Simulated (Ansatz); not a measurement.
## What HgTe (model cell, started as CsCl type) distorts into

Aim: this structure of HgTe (model cell, started as CsCl type) is to be tested for unstable modes, and one is followed downhill.

Program: Ansatz 0.2.0. Level of theory: DFT PBEsol, scalar-relativistic, plane waves, PAW. Results are calculated unless marked as measured.

Most raw output is cut from this account.

The structure was built from a prototype and need not be the compound's stable phase.

## 1. Set-up

Symmetry: Pm-3m, No. 221, cubic system. The conventional cell has a = 3.715 Å, b = 3.715 Å, c = 3.715 Å, α = 90.00°, β = 90.00°, γ = 90.00°. Hg has 8 Te at 3.22 Å nearest. Nearest to Te lie 8 Hg at 3.22 Å. Farther neighbours and most contacts between anions are not listed.

As a file:

```cif
data_structure
_symmetry_space_group_name_H-M 'P 1'
_symmetry_Int_Tables_number 1
_cell_length_a 3.7147
_cell_length_b 3.7147
_cell_length_c 3.7147
_cell_angle_alpha 90.000
_cell_angle_beta 90.000
_cell_angle_gamma 90.000
_cell_volume 51.26
loop_
_atom_site_label
_atom_site_type_symbol
_atom_site_fract_x
_atom_site_fract_y
_atom_site_fract_z
_atom_site_occupancy
Hg1 Hg 0.00000 0.00000 0.00000 1
Te2 Te 0.50000 0.50000 0.50000 1
```

## 2. Phonons on a q mesh

The cell comes from relaxations at this level that are not shown. Stability and thermal properties need the whole zone. Linear response on a 4×4×4 q mesh gives force constants as far as a supercell of that size would.

input.yaml

```yaml
crystal:
  lattice:
    - [3.714676907, 0.0, 0.0]
    - [0.0, 3.714676907, 0.0]
    - [0.0, 0.0, 3.714676907]
  atoms:
    - { symbol: Hg, position: [0.0, 0.0, 0.0] }
    - { symbol: Te, position: [0.5, 0.5, 0.5] }
kpoints:
  mp_grid: { grid: [12, 12, 12] }
hamiltonian:
  xc: pbesol
scf:
  occupations: { method: methfessel_paxton, width: 0.15 }
output:
  eigenvalues: true
phonons:
  method: dfpt
  qmesh: [4, 4, 4]
  temperatures: { t_max: 1000, t_step: 50 }
  qpath:
    path:
      - [[0.0, 0.0, 0.0], [0.0, 0.5, 0.0], [0.5, 0.5, 0.0], [0.0, 0.0, 0.0], [0.5, 0.5, 0.5], [0.0, 0.5, 0.0]]
      - [[0.5, 0.5, 0.5], [0.5, 0.5, 0.0]]
    npoints: 10
```

Command:

```sh
> ansatz run input.yaml --threads 4 --pin off --max-ram 7168MiB --backend cpu --events-out ev --progress --plain --runs-dir out
```

Elapsed: 7.7 min, on 4 threads of Arm Neoverse V2, shared host; peak memory 2.6 GiB.

Numbers from this step:

```yaml
volume_per_atom: 25.63 Å³
gap_on_the_k_mesh: 0 eV
sum_rule_residual_before_enforcement: 5.62e-5 eV/Å²
lowest_frequency_on_the_path: -78.70 cm⁻¹
point_group: m-3m
highest_frequency_on_the_path_or_at_a_solved_wavevector: 90.5 cm⁻¹
highest_optical_mode_at_the_zone_centre_no_lo_to_term: 63.43 cm⁻¹
lowest_optical_zone_centre_mode: 63.43 cm⁻¹
lowest_mode_on_the_q_mesh_acoustic_modes_at_gamma_apart: -78.48 cm⁻¹
```

Frequencies (cm⁻¹) solved at each irreducible wavevector; negative means imaginary. Frequencies by wavevector, by row:

```csv
q in reciprocal lattice units,star,mode 1,mode 2,mode 3,mode 4,mode 5,mode 6
0 0 0,1,0,0,0,63.4,63.4,63.4
0 0 0.25,6,-31.2,-31.2,42,42.6,42.6,53.7
0 0 -0.5,3,-54.7,-54.7,34.6,34.6,60,60.1
0 0.25 0.25,12,-49.7,-46.8,-9.7,36.8,54.2,72.5
0 0.25 -0.5,12,-65.9,-21.6,24.1,35.4,70.8,79.4
0 -0.5 -0.5,3,-78.5,23.6,23.6,33.9,90.5,90.5
0.25 0.25 0.25,8,-72.3,-25,-25,55.2,56.9,56.9
0.25 0.25 -0.5,12,-46.6,-28,6.7,44.4,63.3,75.7
0.25 -0.5 -0.5,6,-60.9,32.9,32.9,43.3,73.7,73.7
-0.5 -0.5 -0.5,1,54.6,54.6,54.6,72.3,72.3,72.3
```

Interpolated from a 4×4×4 q mesh. Phonon branches along the path, in cm⁻¹:

```csv
point,branch 1,branch 2,branch 3,branch 4,branch 5,branch 6
Γ,0,0,0,63,63,63
halfway,-31,-31,42,43,43,54
X,-55,-55,35,35,60,60
halfway,-66,-22,24,35,71,79
M,-78,24,24,34,90,90
halfway,-50,-47,-10,37,54,72
Γ,0,0,0,63,63,63
halfway,-72,-25,-25,55,57,57
R,55,55,55,72,72,72
halfway,-47,-28,7,44,63,76
X,-55,-55,35,35,60,60
jump to R,55,55,55,72,72,72
halfway,-61,33,33,43,74,74
M,-78,24,24,34,90,90
```

Symmetry leaves 10 wavevectors to solve. The lowest mode among them, the acoustic zeros apart, lies at q = (0, -0.5, -0.5) and is imaginary, 78.5i cm⁻¹, so the energy falls along it.

## 3. The mode frozen in, largest atomic shift 0 Å

The mode followed lies at q = (0, -0.5, -0.5) with frequency 78.5i cm⁻¹, the softest among the wavevectors solved. At small amplitude the distorted cell has space group no. 129 by a symmetry search on the positions. The undistorted cell that holds it gives the zero of energy on the same k mesh.

System of this step: HgTe (model cell, started as CsCl type). The structure is cubic, space group Pm-3m (No. 221). The conventional cell has a = 3.715 Å, b = 3.715 Å, c = 3.715 Å, α = 90.00°, β = 90.00°, γ = 90.00°. Hg has 8 Te at 3.22 Å nearest. Nearest to Te lie 8 Hg at 3.22 Å. Farther neighbours and most contacts between anions are not listed.

input.yaml

```yaml
crystal:
  lattice:
    - [-3.714676907, 0.0, 0.0]
    - [0.0, -3.714676907, -3.714676907]
    - [0.0, -3.714676907, 3.714676907]
  atoms:
    - { symbol: Hg, position: [0.0, 0.5, 0.5] }
    - { symbol: Hg, position: [0.0, 0.0, 0.0] }
    - { symbol: Te, position: [0.5, 0.0, 0.5] }
    - { symbol: Te, position: [0.5, 0.5, 0.0] }
kpoints:
  mp_grid: { grid: [10, 8, 8] }
hamiltonian:
  xc: pbesol
scf:
  occupations: { method: methfessel_paxton, width: 0.15 }
output:
  forces: true
  stress: true
  eigenvalues: true
```

Run time: 4.2 s. Hardware: 4 threads; peak memory 0.58 GiB; 16 s of CPU time.

This step gave:

| Quantity | Value |
| --- | --- |
| pressure | -0.06460 GPa |
| energy from the undistorted cell | 0 meV/atom |

The run ends at a pressure of -0.06 GPa.

## 4. The mode frozen in, largest atomic shift 0.6 Å

The atoms are moved along the unstable eigenvector, the largest shift by 0.6 Å, with the cell fixed.

input.yaml, the sections that differ from step 3:

```yaml
crystal:
  lattice:
    - [-3.714676907, 0.0, 0.0]
    - [0.0, -3.714676907, -3.714676907]
    - [0.0, -3.714676907, 3.714676907]
  atoms:
    - { symbol: Hg, position: [0.0, 0.5, 0.5] }
    - { symbol: Hg, position: [0.0, 0.0, 0.0] }
    - { symbol: Te, position: [0.3384785501, 0.0, 0.5] }
    - { symbol: Te, position: [0.6615214499, 0.5, 0.0] }
# kpoints, hamiltonian, scf, output: as in step 3
```

It took 4.4 s on 4 threads; peak memory 0.58 GiB.

Numbers from this step:

```yaml
pressure: 3.226 GPa
energy_from_the_undistorted_cell: -122.8 meV/atom
```

The energy, extrapolated to zero smearing, is -122.79 meV/atom against the undistorted cell.

The run ends at a pressure of 3.23 GPa, with forces up to 0.10 eV/Å.

## 5. Energy along the mode, all amplitudes (two of the runs are shown above)

An imaginary frequency means negative curvature, so the energy should fall and then rise again as anharmonic terms take over.

This step gave:

```yaml
depth_at_the_lowest_point_sampled: 122.8 meV/atom
largest_atomic_shift_at_that_point: 0.6 Å
```

Energy from the parent against largest atomic shift:

```csv
largest atomic shift (Å),energy from the parent (meV/atom)
0.000,0
0.040,-1.65
0.080,-5.87
0.140,-15.0
0.220,-33.7
0.320,-66.0
0.450,-101
0.600,-123
```

Displacement at unit largest shift by atom:

```csv
atom,x (Å),y (Å),z (Å),size
Hg1,0.00,0.00,0.00,0.00
Hg2,0.00,0.00,0.00,0.00
Te3,1.00,0.00,0.00,1.00
Te4,-1.00,0.00,0.00,1.00
```

The lowest of the steps tried is the last one, at 0.6 Å, 123 meV/atom below the parent; the bottom of the well need not coincide with a step.

## 6. Relaxing from the distorted cell

Starting from the lowest point found, all atoms and the cell are let go, so that strain and other modes of the same symmetry can join in.

Changes to input.yaml since step 4:

```diff
@@ -20 +20,10 @@
   eigenvalues: true
+  write_density: true
+  write_potential: true
+  elf: true
+  volumetric_format: npy
+relax:
+  adjacent_minimum: "off"
+  f_tol: 0.002
+  max_steps: 120
+  cell: { stress_tol: 0.03 }
```

It took 79 s on 4 threads; peak memory 0.67 GiB; 5.1 min of CPU time.

Relaxation path:

```csv
step,energy less that of the first step (eV),largest force component (eV/Å),pressure (GPa),volume (Å³)
1,0.0000,0.1017,3.23,102.52
2,-0.0859,0.1556,-1.87,114.68
3,-0.1218,0.0729,-0.77,111.63
4,-0.1762,0.0027,0.57,107.74
5,-0.2872,0.0691,0.72,106.21
6,-0.3793,0.1595,1.30,104.67
7,-0.4101,0.1012,-1.34,110.86
8,-0.4088,0.1249,1.20,107.57
9,-0.4272,0.0011,0.06,108.72
10,-0.4271,0.0067,0.00,108.93
11,-0.4272,0.0009,0.00,108.87
12*,-0.4353,0.0008,0.17,108.87
13,-0.4356,0.0001,0.01,109.24
14*,-0.4357,0.0001,0.01,109.24
```

Relaxation steps marked * repeat the geometry before them on a plane-wave basis chosen anew for their cell, so energy and pressure can jump there. Relaxation step 8 was tried and not accepted.

The run keeps the 16 symmetry operations that it works with, so distortions that break them were not tested.

```csv
cell as run,before,after,change
a (Å),3.715,3.170,-14.7 %
b (Å),5.253,5.871,+11.8 %
c (Å),5.253,5.871,+11.8 %
volume (Å³/atom),25.63,27.31,+6.6 %
```

The atoms that moved most (Å, as changes of fractional coordinates times the final cell):

```csv
atom,dx,dy,dz,length
Te3,0.518,0.000,0.000,0.518
Te4,-0.518,0.000,0.000,0.518
```

Numbers from this step:

```yaml
pressure: 0.01240 GPa
volume_per_atom: 27.31 Å³
```

Valence density in the ac plane at fractional y = 0.500, with atoms of Hg and Te within 0.2 Å of it. It is the smooth field of the valence electrons, not physical close to the nuclei.

Ten even steps from '_' (0 e/Å³) to '@' (17 e/Å³):
```
::__________________..==**%%##++
..____________________::==++==--
________________________..::::..
________________________________
________________________________
________________________________
________________________________
________________________________
________________________________
________________________________
....__________________________..
----::..__________________..::--
**++--::__________________::--++
%%##++--..______________..--++##
@@%%**--..______________..--**%%
%%##++--..______________..--++##
**++--::__________________::--++
----::..__________________..::--
....__________________________..
________________________________
________________________________
________________________________
________________________________
________________________________
________________________________
________________________________
________________________..::::..
..____________________::==++==--
::__________________..==**%%##++
::__________________..==%%@@@@**
```
Columns run along a (3.2 Å), rows up along c (5.9 Å). Atoms in or near the plane, at fractional coordinates: Hg at (0.00, 0.50), Te at (0.82, 0.00).

ELF in the ac plane at fractional y = 0.500, with atoms of Hg and Te within 0.2 Å of it. It is the smooth field of the valence electrons, not physical close to the nuclei.

Ten even steps from '_' (0.00) to '@' (0.80):
```
::++******++**##****==..________
==++****++==++##****++::______..
++******++====**##****++--::--==
********==----++####****++++++**
**##**==--::::==**######********
****==--::....::==**############
====--::........::==++********++
----::::..........::----====----
--------::::........::::--------
======----::........::::------==
++++++====--::......::----==++++
******++==----::..::::--==++++**
##******++==--::..::--==++******
%%%%****++==--::..::--==++****%%
@@%%##**++==--::..::--==++**##%%
%%%%****++==--::..::--==++****%%
##******++==--::..::--==++******
******++==----::..::::--==++++**
++++++====--::......::----==++++
======----::........::::------==
--------::::........::::--------
----::::..........::----====----
====--::........::==++********++
****==--::....::==**############
**##**==--::::==**######********
********==----++####****++++++**
++******++====**##****++--::--==
==++****++==++##****++::______..
::++******++**##****==..________
::==******++**##****--..__::..__
```
Columns run along a (3.2 Å), rows up along c (5.9 Å). Atoms in or near the plane, at fractional coordinates: Hg at (0.00, 0.50), Te at (0.82, 0.00).

Electrostatic potential energy in the ac plane at fractional y = 0.500, with atoms of Hg and Te within 0.2 Å of it. With pseudopotentials it is smooth inside the atoms' cores, unlike the true potential.

Ten even steps from '0' (-35 eV) to '9' (47 eV):
```
6334555543489999
4335555543369997
3345555553335654
3455555554333333
4555566555443333
5555666655555455
5555666665555555
5555666666555555
5555556666655555
3445555666555544
1124555565555321
0002455555554200
0000245555542000
0000145555541000
0000145555541000
0000145555541000
0000245555542000
0002455555554200
1124555565555321
3445555666555544
5555556666655555
5555666666555555
5555666665555555
5555666655555455
4555566555443333
3455555554333333
3345555553335654
4335555543369997
6334555543489999
6334555533599999
```
Columns run along a (3.2 Å; values clipped at the 3rd and 97th percentile), rows up along c (5.9 Å). Atoms in or near the plane, at fractional coordinates: Hg at (0.00, 0.50), Te at (0.82, 0.00).

The distorted start has space group P4/nmm; the relaxation ends in P4/nmm.

## 7. The new phase in its own primitive cell

The relaxed structure is symmetrised, reduced to its primitive cell and relaxed tightly, as its phonons need.

input.yaml

```yaml
crystal:
  lattice:
    - [5.87069191, 0.0, 0.0]
    - [0.0, 5.87069191, 0.0]
    - [0.0, 0.0, 3.1696226813]
  atoms:
    - { symbol: Hg, position: [0.5, 0.5, 0.0] }
    - { symbol: Hg, position: [0.0, 0.0, 0.0] }
    - { symbol: Te, position: [0.0, 0.5, 0.1751297311] }
    - { symbol: Te, position: [0.5, 0.0, 0.8248702689] }
kpoints:
  mp_grid: { grid: [6, 6, 12] }
hamiltonian:
  xc: pbesol
scf:
  occupations: { method: methfessel_paxton, width: 0.15 }
output:
  forces: true
  stress: true
  eigenvalues: true
relax:
  adjacent_minimum: "off"
  f_tol: 0.001
  max_steps: 60
  cell: { stress_tol: 0.01 }
```

Run time: 28 s. Hardware: 4 threads; peak memory 0.6 GiB.

Step by step:

```csv
step,energy less that of the first step (eV),largest force component (eV/Å),pressure (GPa),volume (Å³)
1,0.0000,0.0036,-0.13,109.24
2,-0.0057,0.0073,-0.01,108.70
3,-0.0066,0.0052,0.00,108.79
4,-0.0071,0.0003,-0.01,108.73
5,-0.0071,0.0006,0.01,108.69
6,-0.0071,0.0001,0.00,108.71
7*,-0.0070,0.0001,0.00,108.71
```

Relaxation steps marked * repeat the geometry before them on a plane-wave basis chosen anew for their cell, so energy and pressure can jump there. Relaxation step 5 was tried and not accepted.

The run keeps the 16 symmetry operations that it works with, so distortions that break them were not tested.

```csv
"conventional cell, symmetrised",before,after,change
a (Å),5.871,5.907,+0.6 %
b (Å),5.871,5.907,+0.6 %
c (Å),3.170,3.116,-1.7 %
volume (Å³/atom),27.31,27.18,-0.5 %
```

The atoms that moved most (Å, as changes of fractional coordinates times the final cell):

```csv
atom,dx,dy,dz,length
Te4,0.000,0.000,0.021,0.021
Te3,0.000,0.000,-0.021,0.021
```

Final coordinates:

```cif
data_structure
_symmetry_space_group_name_H-M 'P 1'
_symmetry_Int_Tables_number 1
_cell_length_a 5.9065
_cell_length_b 5.9065
_cell_length_c 3.1162
_cell_angle_alpha 90.000
_cell_angle_beta 90.000
_cell_angle_gamma 90.000
_cell_volume 108.71
loop_
_atom_site_label
_atom_site_type_symbol
_atom_site_fract_x
_atom_site_fract_y
_atom_site_fract_z
_atom_site_occupancy
Hg1 Hg 0.50000 0.50000 0.00000 1
Hg2 Hg 0.00000 0.00000 0.00000 1
Te3 Te 0.00000 0.50000 0.16831 1
Te4 Te 0.50000 0.00000 0.83169 1
```

This step gave:

- pressure: -0.002272 GPa
- volume per atom: 27.18 Å³

The largest force component left is 0.10 meV/Å and the pressure is -0.002 GPa, within the tolerances set. The cell now holds 27.18 Å³/atom.

## 8. Modes of the new phase, k-mesh 6×6×12

A relaxed structure may still be a saddle point, so its zone-centre modes are computed. No field response is asked, since the mesh shows no gap.

input.yaml, the sections that differ from step 7:

```yaml
crystal:
  lattice:
    - [5.9065178379, 0.0, 0.0]
    - [0.0, 5.9065178379, 0.0]
    - [0.0, 0.0, 3.1161526109]
  atoms:
    - { symbol: Hg, position: [0.5, 0.5, 0.0] }
    - { symbol: Hg, position: [0.0, 0.0, 0.0] }
    - { symbol: Te, position: [0.0, 0.5, 0.1683059335] }
    - { symbol: Te, position: [0.5, 0.0, 0.8316940665] }
output:
  eigenvalues: true
phonons:
  method: dfpt
# kpoints, hamiltonian, scf: as in step 7
# relax: removed
```

Wall time 61 s (4 threads); peak memory 1.7 GiB; 3.9 min of CPU time.

Numbers from this step:

| Quantity | Value |
| --- | --- |
| sum-rule residual before enforcement | 7.66e-5 eV/Å² |
| point group | 4/mmm |
| highest optical mode at the zone centre (no LO-TO term) | 124.7 cm⁻¹ |
| lowest optical zone-centre mode | 22.62 cm⁻¹ |

Patterns of degenerate modes are one choice out of their space. The modes at Γ (shares of kinetic energy by element, %):

```csv
mode,frequency (cm⁻¹),symmetry,Hg %,Te %
1,0.0,acoustic,61,39
2,0.0,acoustic,61,39
3,0.0,acoustic,61,39
4,22.6,B1g,100,0
5,32.9,Eg,76,24
6,32.9,Eg,76,24
7,35.4,A2u,39,61
8,43.2,A1g,0,100
9,104.3,Eu,39,61
10,104.3,Eu,39,61
11,124.7,Eg,24,76
12,124.7,Eg,24,76
```

Displacements in mode 4 (22.6 cm⁻¹), the largest set to 1:
```
Hg1  0.00  0.00 -1.00
Hg2  0.00  0.00  1.00
Te3  0.00  0.00  0.00
Te4  0.00  0.00  0.00
```

Displacements in mode 11 (124.7 cm⁻¹), the largest set to 1:
```
Hg1  0.00 -0.45  0.00
Hg2  0.00  0.45  0.00
Te3  0.00 -1.00  0.00
Te4  0.00  1.00  0.00
```

Before it was imposed, the acoustic sum rule was missed by 7.7e-5 eV/Å². Small misses are needed for a sound result but don't prove that mesh and cutoff are converged. The lowest optical mode is real, 22.6 cm⁻¹.

## 9. Outcome

* unstable mode of the parent: q = (0, -0.5, -0.5), 78i cm⁻¹
* depth at the lowest point sampled: 123 meV/atom
* largest atomic shift at that point: 0.6 Å
* space group reached: P4/nmm
* energy gained over the parent (first relaxation, on the mesh of the frozen mode): 232 meV/atom
* volume per atom, phase reached: 27.2 Å³
* lowest optical zone-centre mode, phase reached: 22.6 cm⁻¹
* highest optical mode at the zone centre (no LO-TO term), phase reached: 125 cm⁻¹

**Reading.** Along this mode the structure falls into P4/nmm, 232 meV/atom below the parent. At the parent's cell the well is 122.8 meV/atom deep on the steps tried, with its lowest point at a shift of 0.6 Å. That is the last step tried, so the steps alone don't bracket the bottom of the well. Relaxing atoms and cell changes the gain by +109.16 meV/atom against the lowest step (energies at zero smearing). The new phase has no imaginary mode at the zone centre of its cell; other wavevectors were not checked. Each path keeps the symmetry of its pattern, so a lower phase may lie along a pattern not tried. With no gap, or one that is small against the smearing, the frequencies hang on the k mesh and the smearing, most of all near Kohn anomalies. Spin-orbit coupling is left out, which can matter for the heavy elements here. A phonon run warned that its eigensolver left some bands unconverged in a pass. The starting cell was built on a prototype and not taken from a measurement, so the phase need not exist.

[Logs are printed without paths, hosts, clocks, repeated set-up lines and the standing remarks that a program may print on its own settings, such as how far it seeks lower states.]

[Hosts, paths, dates, database ids (printed as entryN), source tags and the programs' standing remarks are cut or masked in the printed files.]
